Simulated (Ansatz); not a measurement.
# (CdS)1(CdSe)3 [0001] superlattice, started as wurtzite: from the cell to its phonons

Wanted: phonon frequencies of (CdS)1(CdSe)3 [0001] superlattice, started as wurtzite and what follows from them.

Program: Ansatz 0.2.0. Level of theory: DFT PBE, scalar-relativistic, plane waves, PAW. Results are calculated unless marked as measured.

The structure was built from a prototype and need not be the compound's stable phase.

**1. Set-up**

The structure is trigonal, space group P3m1 (No. 156). The conventional cell has a = 4.260 Å, b = 4.260 Å, c = 13.875 Å, α = 90.00°, β = 90.00°, γ = 120.00°. Nearest to Cd lie 1 S at 2.60 Å and 3 Se at 2.61 Å. Nearest to Cd lie 1 Se at 2.60 Å and 3 S at 2.61 Å. Nearest to Cd lie 4 Se at 2.60 to 2.61 Å. Nearest to S lie 4 Cd at 2.60 to 2.61 Å. Nearest to Se lie 4 Cd at 2.60 to 2.61 Å. Farther neighbours and most contacts between anions are not listed.

**2. Bringing the structure to rest, k-mesh 6×6×2**

The cell and atoms are relaxed, since residual forces and stress would shift the frequencies.

Contents of input.yaml:

```yaml
crystal:
  lattice:
    - [4.26, 0.0, 0.0]
    - [-2.13, 3.68927, 0.0]
    - [0.0, 0.0, 13.875]
  atoms:
    - { symbol: Cd, position: [0.333333, 0.666667, 0.0] }
    - { symbol: Cd, position: [0.666667, 0.333333, 0.25] }
    - { symbol: Cd, position: [0.333333, 0.666667, 0.5] }
    - { symbol: Cd, position: [0.666667, 0.333333, 0.75] }
    - { symbol: S, position: [0.333333, 0.666667, 0.1875] }
    - { symbol: Se, position: [0.666667, 0.333333, 0.4375] }
    - { symbol: Se, position: [0.333333, 0.666667, 0.6875] }
    - { symbol: Se, position: [0.666667, 0.333333, 0.9375] }
kpoints:
  mp_grid: { grid: [6, 6, 2] }
hamiltonian:
  xc: pbe
scf:
  occupations: { method: gaussian, width: 0.02 }
output:
  forces: true
  stress: true
  eigenvalues: true
  write_density: true
  write_potential: true
  elf: true
  volumetric_format: npy
relax:
  adjacent_minimum: "off"
  f_tol: 0.005
  max_steps: 80
  cell: { stress_tol: 0.05 }
```

Command:

```sh
$ ansatz run input.yaml --threads 4 --pin off --max-ram 14336MiB --backend cpu --events-out ev --progress --plain --runs-dir out
```

Numbers of over 12 decimals in the logs are rounded to 6 here.

Output:

```text
Warning: the atoms were moved onto the symmetric positions of the space group found under crystal.symmetry.tolerance 1.0e-5 (fractional; no operation is sought that the atoms, as they stand in a round, miss by more than twice it, and no atom is moved by as much as it), and the run uses the moved positions. Before a round's move an operation carried an atom to 4.26e-6 Å from where it should land, the largest such dist [...]
Engine: ansatz 0.2.0, aarch64-unknown-linux-gnu
Pseudopotentials: kind: paw
Pseudopotential: Cd, paw, valence charge 20, recommended cutoff 420 eV (normal), Cd.paw.azcp
Pseudopotential: S, paw, valence charge 6, recommended cutoff 420 eV (normal), S.paw.azcp
Pseudopotential: Se, paw, valence charge 16, recommended cutoff 420 eV (normal), Se.paw.azcp
Functional definition: PBE
  parameter kappa = 0.804
  parameter beta = 0.066725
  exchange = pbe_x(kappa = kappa, mu = beta*pi^2/3)
  correlation = pbe_c(beta = beta)
Crystal: 8 atoms, lattice volume = 218.064 Å³
Basis set: ecut = 420 eV, 4205 PW (Γ), exchange–correlation on 60×60×192 points (8 copies of the dense FFT grid, shifted against one another)
Bands: 81, of which v1, the nominal top of the filled ones, is band 67 counted from 1 (66 counted from 0)
Symmetry: 6 space group operations
Space group: P3m1 (ITA 156), of the structure as read, at distance tolerance 6.0e-5 Å
k-points: 14 of 72 (time reversal used)
Non-local potential: Cd, projectors of the file, l = 0: 3, l = 1: 2, l = 2: 2, l = 3: 1
Non-local potential: S, projectors of the file, l = 0: 2, l = 1: 2, l = 2: 2
Non-local potential: Se, projectors of the file, l = 0: 2, l = 1: 2, l = 2: 3, l = 3: 1
PAW form: soft (Blöchl's): semilocal exchange-correlation on the pseudo side does not see the compensation charge
PAW one-centre angular grid: Cd, 590 points (default); XC on 64 Gauss nodes
PAW one-centre angular grid: S, 110 points (default); XC on 64 Gauss nodes
PAW one-centre angular grid: Se, 590 points (default); XC on 64 Gauss nodes
Initial density: superposition of atomic densities (neutral atoms: chi_scale 0, normalization atom), corrected by the library's trained network
Initial wavefunctions: pseudopotential atomic-orbital guess
Functional: x = pbe(κ = 0.804, μ = 0.219515), c = pbe(β = 0.066725)
SCF iter   1: F=—  HF=-50331.987616 eV  |F-HF|=—  |Δ(HF+E_count)|=         —  Δρ=7.74e-4  dr2=3.05e-3  ethr=1.77e-3  ⟨swp⟩=6.1  Hψ=4081  notcnv=0  defer=1
preconditioner: auto → Resta (q_TF=auto, 2.516 Å⁻¹)  ε∞=4.2  [insulator: Δε(μ)=0.767 eV  Ē_g=11.875 eV  σ=0.020 eV  W_gap=1.00  n_scr=64 (ndim 8)  ℏωp=21.3 eV  f_vac=0.186  D(μ)=0.00/eV (n_scr^D=0)  ε∞_Penn≈4.2]
SCF iter   2: F=—  HF=-50331.990234 eV  |F-HF|=—  |Δ(HF+E_count)|=   2.62e-3  Δρ=4.38e-4  dr2=7.84e-4  ethr=2.27e-6  ⟨swp⟩=2.1  Hψ=1847  notcnv=0  defer=81
SCF iter   3: F=—  HF=-50331.990275 eV  |F-HF|=—  |Δ(HF+E_count)|=   4.07e-5  Δρ=1.81e-4  dr2=7.22e-5  ethr=5.85e-7  ⟨swp⟩=2.0  Hψ=1516  notcnv=0  defer=81
SCF iter   4: F=—  HF=-50331.990062 eV  |F-HF|=—  |Δ(HF+E_count)|=   2.13e-4  Δρ=8.26e-5  dr2=1.67e-5  ethr=5.39e-8  ⟨swp⟩=2.1  Hψ=1483  notcnv=0  defer=81
SCF iter   5: F=—  HF=-50331.990083 eV  |F-HF|=—  |Δ(HF+E_count)|=   2.11e-5  Δρ=2.65e-5  dr2=2.35e-6  ethr=1.25e-8  ⟨swp⟩=2.0  Hψ=1496  notcnv=0  defer=81
SCF iter   6: F=—  HF=-50331.990085 eV  |F-HF|=—  |Δ(HF+E_count)|=   2.12e-6  Δρ=9.06e-6  dr2=1.93e-7  ethr=1.75e-9  ⟨swp⟩=2.0  Hψ=1718  notcnv=0  defer=81
SCF iter   7: F=-50331.990085 eV  HF=-50331.990085 eV  |F-HF|=4.58e-8  |Δ(HF+E_count)|=   2.97e-7  Δρ=3.85e-6  dr2=4.24e-8  ethr=7.46e-11  ⟨swp⟩=12.4  Hψ=7904  notcnv=0
SCF 1 converged in 7 iterations: F = -50331.990085 eV  dr2 = 4.24e-8
  greatest PAW one-centre occupation: 1.000 electrons in one spin orbital (limit 2), on the Cd atom at site 3 (counted from 0), in its partial waves of l = 0
relax step   1: F+E_penalty+E_count = -50331.99008531 eV  Δ(F+E_penalty+E_count) = +0.000e0 eV  max|allowed force component| = 5.654e-1 eV/Å  Δτ_max = 0.0000 Å  P = +3.042 GPa  Ω = 218.064 Å³  (7 SCF iters, dr2 threshold 1.00e-7 eV, accepted)
Crystal: 8 atoms, lattice volume = 234.918 Å³
Basis set: ecut = 420 eV, 4613 PW (Γ), exchange–correlation on 60×60×192 points (8 copies of the dense FFT grid, shifted against one another)
Initial density: handed on by an earlier stage of this run
Initial wavefunctions: those handed on with the density
iter 1 solved again at ethr=3.01e-4 eV; its pass at ethr=3.10e-3 eV (dr2=4.03e-1 eV) is discarded
SCF iter   1: F=—  HF=-50332.237353 eV  |F-HF|=—  |Δ(HF+E_count)|=         —  Δρ=1.18e-2  dr2=4.08e-1  ethr=3.01e-4  ⟨swp⟩=1.4  Hψ=5184  notcnv=0
preconditioner: auto → Resta (q_TF=auto, 2.485 Å⁻¹)  ε∞=4.2  [insulator: Δε(μ)=0.593 eV  Ē_g=11.546 eV  σ=0.020 eV  W_gap=1.00  n_scr=64 (ndim 8)  ℏωp=20.6 eV  f_vac=0.211  D(μ)=0.00/eV (n_scr^D=0)  ε∞_Penn≈4.2]
SCF iter   2: F=—  HF=-50332.136851 eV  |F-HF|=—  |Δ(HF+E_count)|=   1.01e-1  Δρ=5.41e-3  dr2=5.01e-2  ethr=3.01e-4  ⟨swp⟩=3.7  Hψ=2204  notcnv=0  defer=25
SCF iter   3: F=—  HF=-50332.127564 eV  |F-HF|=—  |Δ(HF+E_count)|=   9.29e-3  Δρ=1.41e-3  dr2=5.09e-3  ethr=3.74e-5  ⟨swp⟩=3.1  Hψ=2088  notcnv=0  defer=113
SCF iter   4: F=—  HF=-50332.128290 eV  |F-HF|=—  |Δ(HF+E_count)|=   7.26e-4  Δρ=4.52e-4  dr2=9.41e-4  ethr=3.80e-6  ⟨swp⟩=2.0  Hψ=1978  notcnv=0  defer=133
SCF iter   5: F=—  HF=-50332.128308 eV  |F-HF|=—  |Δ(HF+E_count)|=   1.79e-5  Δρ=1.64e-4  dr2=1.14e-4  ethr=7.02e-7  ⟨swp⟩=2.0  Hψ=1759  notcnv=0  defer=133
SCF iter   6: F=—  HF=-50332.128108 eV  |F-HF|=—  |Δ(HF+E_count)|=   2.00e-4  Δρ=7.42e-5  dr2=2.06e-5  ethr=8.48e-8  ⟨swp⟩=2.0  Hψ=1901  notcnv=0  defer=133
SCF iter   7: F=—  HF=-50332.128138 eV  |F-HF|=—  |Δ(HF+E_count)|=   2.98e-5  Δρ=2.83e-5  dr2=2.70e-6  ethr=1.53e-8  ⟨swp⟩=2.0  Hψ=1795  notcnv=0  defer=133
SCF iter   8: F=-50332.128142 eV  HF=-50332.128142 eV  |F-HF|=3.53e-7  |Δ(HF+E_count)|=   3.96e-6  Δρ=1.24e-5  dr2=3.75e-7  ethr=5.97e-10  ⟨swp⟩=14.4  Hψ=10590  notcnv=0
SCF 2 converged in 8 iterations: F = -50332.128142 eV  dr2 = 3.75e-7
  greatest PAW one-centre occupation: 1.000 electrons in one spin orbital (limit 2), on the Cd atom at site 0 (counted from 0), in its partial waves of l = 0
relax step   2: F+E_penalty+E_count = -50332.12814206 eV  Δ(F+E_penalty+E_count) = -1.381e-1 eV  max|allowed force component| = 1.908e-1 eV/Å  Δτ_max = 0.1617 Å  P = -0.875 GPa  Ω = 234.918 Å³  energy of the carried Pulay correction = -3.477e-3 eV  (8 SCF iters, dr2 threshold 8.00e-7 eV, accepted)
Crystal: 8 atoms, lattice volume = 231.204 Å³
Basis set: ecut = 420 eV, 4541 PW (Γ), exchange–correlation on 60×60×192 points (8 copies of the dense FFT grid, shifted against one another)
iter 1 solved again at ethr=3.61e-5 eV; its pass at ethr=3.10e-3 eV (dr2=4.84e-2 eV) is discarded
SCF iter   1: F=—  HF=-50332.172576 eV  |F-HF|=—  |Δ(HF+E_count)|=         —  Δρ=4.49e-3  dr2=5.01e-2  ethr=3.61e-5  ⟨swp⟩=2.1  Hψ=5078  notcnv=0
preconditioner: auto → Resta (q_TF=auto, 2.491 Å⁻¹)  ε∞=4.2  [insulator: Δε(μ)=0.544 eV  Ē_g=11.624 eV  σ=0.020 eV  W_gap=1.00  n_scr=64 (ndim 8)  ℏωp=20.7 eV  f_vac=0.198  D(μ)=0.00/eV (n_scr^D=0)  ε∞_Penn≈4.2]
SCF iter   2: F=—  HF=-50332.159541 eV  |F-HF|=—  |Δ(HF+E_count)|=   1.30e-2  Δρ=2.04e-3  dr2=6.09e-3  ethr=3.61e-5  ⟨swp⟩=3.4  Hψ=1855  notcnv=0
SCF iter   3: F=—  HF=-50332.158301 eV  |F-HF|=—  |Δ(HF+E_count)|=   1.24e-3  Δρ=4.87e-4  dr2=4.80e-4  ethr=4.54e-6  ⟨swp⟩=2.4  Hψ=1984  notcnv=0
SCF iter   4: F=—  HF=-50332.158195 eV  |F-HF|=—  |Δ(HF+E_count)|=   1.06e-4  Δρ=1.47e-4  dr2=8.02e-5  ethr=3.58e-7  ⟨swp⟩=2.0  Hψ=2009  notcnv=0
SCF iter   5: F=—  HF=-50332.158194 eV  |F-HF|=—  |Δ(HF+E_count)|=   1.06e-6  Δρ=4.79e-5  dr2=9.97e-6  ethr=5.98e-8  ⟨swp⟩=2.0  Hψ=1848  notcnv=0
SCF iter   6: F=—  HF=-50332.158197 eV  |F-HF|=—  |Δ(HF+E_count)|=   2.54e-6  Δρ=2.18e-5  dr2=1.90e-6  ethr=7.44e-9  ⟨swp⟩=2.0  Hψ=1937  notcnv=0
SCF iter   7: F=-50332.158199 eV  HF=-50332.158199 eV  |F-HF|=2.41e-7  |Δ(HF+E_count)|=   2.05e-6  Δρ=9.32e-6  dr2=2.81e-7  ethr=5.97e-10  ⟨swp⟩=10.9  Hψ=9445  notcnv=0
SCF 3 converged in 7 iterations: F = -50332.158199 eV  dr2 = 2.81e-7
  greatest PAW one-centre occupation: 1.000 electrons in one spin orbital (limit 2), on the Cd atom at site 2 (counted from 0), in its partial waves of l = 0
relax step   3: F+E_penalty+E_count = -50332.15819888 eV  Δ(F+E_penalty+E_count) = -3.006e-2 eV  max|allowed force component| = 1.086e-2 eV/Å  Δτ_max = 0.0595 Å  P = -0.159 GPa  Ω = 231.204 Å³  energy of the carried Pulay correction = -2.747e-3 eV  (7 SCF iters, dr2 threshold 8.00e-7 eV, accepted)
[...]
relax step   4: F+E_penalty+E_count = -50332.15882811 eV  Δ(F+E_penalty+E_count) = -6.292e-4 eV  max|allowed force component| = 4.100e-3 eV/Å  Δτ_max = 0.0019 Å  P = +0.007 GPa  Ω = 230.364 Å³  energy of the carried Pulay correction = -2.579e-3 eV  (5 SCF iters, dr2 threshold 7.74e-8 eV, accepted)
Initial wavefunctions: pseudopotential atomic-orbital guess (no wavefunctions were taken with the density)
iter 1 solved again at ethr=1.22e-7 eV; its pass at ethr=3.10e-3 eV (dr2=1.64e-4 eV) is discarded
SCF iter   1: F=—  HF=-50332.136841 eV  |F-HF|=—  |Δ(HF+E_count)|=         —  Δρ=5.48e-4  dr2=2.55e-5  ethr=1.22e-7  ⟨swp⟩=3.0  Hψ=7009  notcnv=0
preconditioner: auto → Resta (q_TF=auto, 2.493 Å⁻¹)  ε∞=4.2  [insulator: Δε(μ)=0.595 eV  Ē_g=11.635 eV  σ=0.020 eV  W_gap=1.00  n_scr=64 (ndim 8)  ℏωp=20.8 eV  f_vac=0.199  D(μ)=0.00/eV (n_scr^D=0)  ε∞_Penn≈4.2]
SCF iter   2: F=—  HF=-50332.154336 eV  |F-HF|=—  |Δ(HF+E_count)|=   1.75e-2  Δρ=2.76e-4  dr2=4.94e-6  ethr=1.90e-8  ⟨swp⟩=2.0  Hψ=1785  notcnv=0
SCF iter   3: F=—  HF=-50332.160985 eV  |F-HF|=—  |Δ(HF+E_count)|=   6.65e-3  Δρ=5.24e-5  dr2=3.21e-7  ethr=3.68e-9  ⟨swp⟩=2.6  Hψ=1807  notcnv=0
SCF iter   4: F=—  HF=-50332.161215 eV  |F-HF|=—  |Δ(HF+E_count)|=   2.31e-4  Δρ=7.51e-6  dr2=5.41e-8  ethr=2.39e-10  ⟨swp⟩=2.0  Hψ=1848  notcnv=0
SCF iter   5: F=—  HF=-50332.161219 eV  |F-HF|=—  |Δ(HF+E_count)|=   3.89e-6  Δρ=1.66e-6  dr2=1.36e-8  ethr=4.04e-11  ⟨swp⟩=2.0  Hψ=1848  notcnv=0
SCF iter   6: F=—  HF=-50332.161219 eV  |F-HF|=—  |Δ(HF+E_count)|=   3.69e-8  Δρ=6.91e-7  dr2=2.55e-9  ethr=1.01e-11  ⟨swp⟩=2.3  Hψ=1687  notcnv=0
SCF iter   7: F=—  HF=-50332.161219 eV  |F-HF|=—  |Δ(HF+E_count)|=   2.81e-9  Δρ=2.25e-7  dr2=2.21e-10  ethr=1.90e-12  ⟨swp⟩=2.0  Hψ=1638  notcnv=0
SCF iter   8: F=-50332.161219 eV  HF=-50332.161219 eV  |F-HF|=1.46e-11  |Δ(HF+E_count)|=  6.11e-10  Δρ=6.03e-8  dr2=9.17e-12  ethr=1.00e-12  ⟨swp⟩=6.0  Hψ=4651  notcnv=0
SCF 5 converged in 8 iterations: F = -50332.161219 eV  dr2 = 9.17e-12
relax step   5: F+E_penalty+E_count = -50332.16121934 eV  Δ(F+E_penalty+E_count) = -2.391e-3 eV  max|allowed force component| = 4.168e-3 eV/Å  Δτ_max = 0.0000 Å  P = -0.000 GPa  Ω = 230.364 Å³  stress off target by 3.43e-3 GPa  SCF on the basis re-selected at this cell (its energy is not comparable with the rows above)  (8 SCF iters)
basis re-selected at this cell: Δ(F+E_penalty+E_count) = -2.391e-3 eV, ΔP = -0.007 GPa vs the last step (what re-selecting the basis moved, of the pressure what is left beyond the Pulay correction that the steps carried, after the strain that the cell walked since its last selection, with what the two solves' SCF thresholds leave and, on support functions, any second-order correction that the steps lacked; it is no m [...]
SCF converged after 8 iterations
Free energy (F): -50332.161219 eV
Harris-Foulkes:  -50332.161219 eV  (|F-HF|=1.46e-11)
Internal energy: -50332.161219 eV  (E = F + TS)
E sigma→0 (E₀):  -50332.161219 eV
Fermi energy:    6.972113 eV
--- Per-component energies (eV) ---
  E_band       = -3260.219751
  E_kinetic    = 2479.194355
  E_local      = -24160.235587  (includes V_loc(G=0)·N_el)
  E_nonlocal   = -1624.278689
  E_hartree    = 11410.827372
  E_xc         = -1114.932741
  E_vxc        = -1266.024402  (∫ρ·V_xc dr)
  E_paw        = -22668.595589  (= ΣΔE_a)
  E_vpaw       = -1510.528162  (= ΣTr[D̂ρ^β])
  E_aug_tail   = -0.001806  (compensation charges beyond the density's cutoff)
  E_ewald      = -14654.138535
  E_smearing   = -0.000000  (= −TS)
  E_closure    = 0.000000  (closes the sum)
  Σ components = -50332.161219   (vs F -50332.161219, Δ=0.00e0)
--- Forces (eV/Å), atoms counted from 1 ---
  atom   1  Cd     0.00000000    -0.00000000     0.00416835
  atom   2  Cd     0.00000000     0.00000000    -0.00305015
  atom   3  Cd     0.00000000    -0.00000000     0.00260260
  atom   4  Cd     0.00000000     0.00000000     0.00221055
  atom   5  S      0.00000000    -0.00000000    -0.00213398
  atom   6  Se     0.00000000     0.00000000     0.00161740
  atom   7  Se     0.00000000    -0.00000000    -0.00241316
  atom   8  Se     0.00000000     0.00000000    -0.00300274
  max |Σ_I F_I| component: 1.13e-6 eV/Å
--- Stress (GPa, compression-positive) ---
       -0.002176       0.000000      -0.000000
        0.000000      -0.002176       0.000000
       -0.000000       0.000000       0.003434
  P = ⅓ Tr σ = -0.0003 GPa (-0.003 kbar)
--- Band table (eV; the first three rows and the last of 14) ---
  k-point 0: bands = [... 63 lower, 6.3864, 6.5418, 6.6757, 6.6757, 7.2681, 8.8007, 9.0229, 9.0633, ... 10 higher]
  k-point 1: bands = [... 63 lower, 6.4878, 6.4878, 6.6294, 6.6294, 8.2125, 8.3111, 8.9153, 9.0732, ... 10 higher]
  k-point 2: bands = [... 63 lower, 5.9619, 6.1415, 6.3660, 6.4918, 8.5115, 9.5881, 9.8193, 9.8851, ... 10 higher]
  k-point 13: bands = [... 63 lower, 5.1008, 5.2670, 5.2930, 5.3252, 10.6759, 10.8113, 10.9055, 10.9572, ... 10 higher]
--- Relaxed structure (4 steps of the walk, 4 accepted, 1 SCFs on fresh bases) ---
  F+E_penalty+E_count = -50332.16121934 eV   max|allowed force component| = 4.168e-3 eV/Å   (the final SCF, on the basis selected at the relaxed cell)
  cell:  # Å, volume = 230.3635 Å³
    - [4.336178, 0, 0]
    - [-2.168089, 3.755240, 5.119374187764262e-18]
    - [0, 1.9253492964641823e-17, 14.147149]
  atoms:
    - { symbol: Cd, position: [0.333333, 0.666667, 0.0074465] }
    - { symbol: Cd, position: [0.666667, 0.333333, 0.242167] }
    - { symbol: Cd, position: [0.333333, 0.666667, 0.497301] }
    - { symbol: Cd, position: [0.666667, 0.333333, 0.752326] }
    - { symbol: S, position: [0.333333, 0.666667, 0.189256] }
    - { symbol: Se, position: [0.666667, 0.333333, 0.432242] }
    - { symbol: Se, position: [0.333333, 0.666667, 0.687139] }
    - { symbol: Se, position: [0.666667, 0.333333, 0.942123] }
```

Elapsed: 29 s, on 4 threads of Arm Neoverse V2, shared host; peak memory 0.81 GiB; 1.9 min of CPU time.

Step by step:

```
step  energy less that of the first step (eV)  largest force component (eV/Å)  pressure (GPa)  volume (Å³)
   1                                   0.0000                          0.5654            3.04       218.06
   2                                  -0.1381                          0.1908           -0.87       234.92
   3                                  -0.1681                          0.0109           -0.16       231.20
   4                                  -0.1687                          0.0041            0.01       230.36
  5*                                  -0.1711                          0.0042            0.00       230.36
```

Relaxation steps marked * repeat the geometry before them on a plane-wave basis chosen anew for their cell, so energy and pressure can jump there.

Forces are held to the 6 operations that the run works with; a distortion that breaks them can't arise in this run.

```
conventional cell, symmetrised  before   after  change
                         a (Å)   4.260   4.336  +1.8 %
                         b (Å)   4.260   4.336  +1.8 %
                         c (Å)  13.875  14.147  +2.0 %
              volume (Å³/atom)   27.26   28.80  +5.6 %
```

The atoms that moved most (Å, as changes of fractional coordinates times the final cell):

```
atom     dx     dy      dz  length
 Cd2  0.000  0.000  -0.111   0.111
 Cd1  0.000  0.000   0.105   0.105
 Se6  0.000  0.000  -0.074   0.074
 Se8  0.000  0.000   0.065   0.065
 Cd3  0.000  0.000  -0.038   0.038
 Cd4  0.000  0.000   0.033   0.033
  S5  0.000  0.000   0.025   0.025
 Se7  0.000  0.000  -0.005   0.005
```

Numbers from this step:

```yaml
pressure: -3.06e-4 GPa
gap_on_the_k_mesh: 0.5924 eV
volume_per_atom: 28.80 Å³
direct_gap_on_mesh: 0.5924 eV
```

Electrostatic potential energy in the ac plane at fractional y = 0.667, with atoms of Cd and S and Se within 0.2 Å of it. With pseudopotentials it is smooth inside the atoms' cores, unlike the true potential.

Ten even steps from '_' (-23 eV) to '@' (11 eV), each cell a mean:
```
@@##==::....::++##@@@@@@@@@@
@@@@%%##****##%%@@@@@@@@@@@@
@@@@@@@@@@@@@@@@@@@@@@@@@@@@
@@@@@@@@@@@@@@@@@@@@@@@@@@@@
@@@@@@@@@@@@@@@@@@@@@@@@@@@@
@@@@%%########@@@@@@%%%%%%%%
@@%%++--====--++%%@@%%%%%%@@
@@##--==****==--##@@@@@@@@@@
@@%%**========**%%@@@@@@@@@@
@@@@@@%%####%%@@@@@@@@@@@@@@
@@%%##++----++##%%@@@@@@@@@@
%%##--..____..--##@@@@@@@@@@
%%##--..____..==##@@@@@@@@@@
@@@@##**++++**%%%%@@@@%%@@@@
@@@@@@@@@@@@@@@@@@@@@@@@@@@@
@@@@@@@@@@@@@@@@@@@@@@@@@@@@
@@@@@@@@@@@@@@@@@@@@@@@@@@@@
@@@@@@%%####%%@@@@@@%%%%%%%%
@@%%++..____..**%%@@%%%%%%%%
@@%%--________--%%@@@@@@@@@@
@@@@##==::::==##@@@@@@@@@@@@
@@@@@@%%####%%@@@@@@@@@@@@@@
@@%%**--::::--**%%@@@@@@@@@@
%%**--..______--**%%@@@@@@@@
```
Columns run along a (4.3 Å; values clipped at the 3rd and 97th percentile), rows up along c (14.1 Å). Atoms in or near the plane, at fractional coordinates: Cd at (0.33, 0.01), Cd at (0.33, 0.50), S at (0.33, 0.19), Se at (0.33, 0.69).

Valence density in the ac plane at fractional y = 0.667, with atoms of Cd and S and Se within 0.2 Å of it. It is the smooth field of the valence electrons, not physical close to the nuclei.

Ten steps, logarithmic in the rise over the least value, from '_' (0 e/Å³) to '@' (24 e/Å³), each cell a mean:
```
....--**####**--............
____....::::....____........
____________________________
____________________________
____________________________
__......::::......____....__
....--++####++::....________
..::--##@@@@##--::..________
__..::==++++==::..__________
____....::::....____________
____::--++++--..____________
__..==##@@@@##==::__________
....==##%%%%##==............
......::----::..............
____________________________
____________________________
____________________________
____....::::....____________
....::--------::....________
..::----::::----::..________
__..::--------::..__________
____....::::....____________
__..::==****++::..__________
..::++%%@@@@%%==::__________
```
Columns run along a (4.3 Å), rows up along c (14.1 Å). Atoms in or near the plane, at fractional coordinates: Cd at (0.33, 0.01), Cd at (0.33, 0.50), S at (0.33, 0.19), Se at (0.33, 0.69).

ELF in the ac plane at fractional y = 0.667, with atoms of Cd and S and Se within 0.2 Å of it. It is the smooth field of the valence electrons, not physical close to the nuclei.

Ten even steps from '0' (0.02) to '9' (0.85), each cell a mean:
```
31356652236776
52122221257777
31000001135555
00000000011221
11123321111111
24778886421111
48986689742111
68962369862112
57898898741001
13455554310000
11233332110000
12468863212332
21357753235665
42123321257777
42111111245665
10000000012332
00122221001111
14788886411111
37996699731111
58971269852111
47999998731001
12344443210000
11234432110000
12469964223443
```
Columns run along a (4.3 Å), rows up along c (14.1 Å). Atoms in or near the plane, at fractional coordinates: Cd at (0.33, 0.01), Cd at (0.33, 0.50), S at (0.33, 0.19), Se at (0.33, 0.69).

In this step the volume went from 27.26 to 28.80 Å³/atom.

(Part 1 of 2 ends here.)

[Logs are printed without paths, hosts, clocks, repeated set-up lines and the standing remarks that a program may print on its own settings, such as how far it seeks lower states.]

[Hosts, paths, dates, database ids (printed as entryN), source tags and the programs' standing remarks are cut or masked in the printed files.]
